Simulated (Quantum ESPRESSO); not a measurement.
## GaP, zinc blende: band edges under a change of volume

How fast do the gaps move when the cell is scaled evenly? The geometries come from a scalar-relativistic relaxation.

Calculated with Quantum ESPRESSO 7.5, PBE+SOC, PseudoDojo fr-pbe-0.4 fully relativistic norm-conserving potentials, cutoff 1170 eV, Fermi–Dirac smearing 0.02 eV, k-mesh 9×9×9, no spin polarisation.

Reference cell, relaxed at zero pressure with PBE (F-43m): a = 3.8948 Å, b = 3.8948 Å, c = 3.8948 Å, α = 60.00°, β = 60.00°, γ = 60.00°.

```csv
atom,x,y,z
Ga,0.0000,0.0000,0.0000
P,0.7500,0.7500,0.7500
```

Levels are read on the k-mesh and along lines from Γ to X = (0.5, 0, 0.5), L = (0.5, 0.5, 0.5), K = (0.375, 0.375, 0.75) and W = (0.5, 0.25, 0.75) in the reciprocal basis of this cell (the letters only name these points), and count from the highest filled level.

```
ln(V/V0)  gap (eV)  direct gap at Γ (eV)  lowest empty along Γ–X (Γ left out) (eV)  lowest empty at L (eV)
 −0.0619     1.511                 2.044                                     1.511                   1.736
 −0.0408     1.550                 1.869                                     1.550                   1.672
 −0.0202     1.585                 1.699                                     1.585                   1.610
  0.0000     1.534                 1.534                                     1.618                   1.549
  0.0198     1.374                 1.374                                     1.648                   1.489
  0.0583     1.069                 1.069                                     1.699                   1.375
```

**Question.** Fit the direct gap at Γ and give it at ln(V/V0) = 0.0392, a row left out above.

A straight line through the 6 rows: the means are −0.007467 for ln(V/V0) and 1.5982 for the level, Σ(Δx)² = 0.009361 and ΣΔxΔy = −0.07597, so the slope is −0.07597/0.009361 = −8.1161 and the intercept 1.5982 − (−8.1161)(−0.007467) = 1.5376.

The slope is the volume deformation potential of this gap, −8.12 eV, as a mean over the range. The line gives 1.219 eV. The run itself gives 1.219 eV, so the estimate misses by 0.000 eV; the fitted rows themselves lie up to 0.005 eV off the law.

The lowest empty level changes place along the table: along Γ–X (Γ left out) at −0.0619, at Γ at 0.0000.

The gap is direct at Γ at ln(V/V0) = 0.0000, 0.0198, 0.0392 and 0.0583 and indirect in the other rows. Semilocal functionals give gaps that are too small, and the error differs from valley to valley, so the order of close valleys can be wrong too.

[Logs are printed without paths, hosts, clocks, repeated set-up lines and the standing remarks that a program may print on its own settings, such as how far it seeks lower states.]
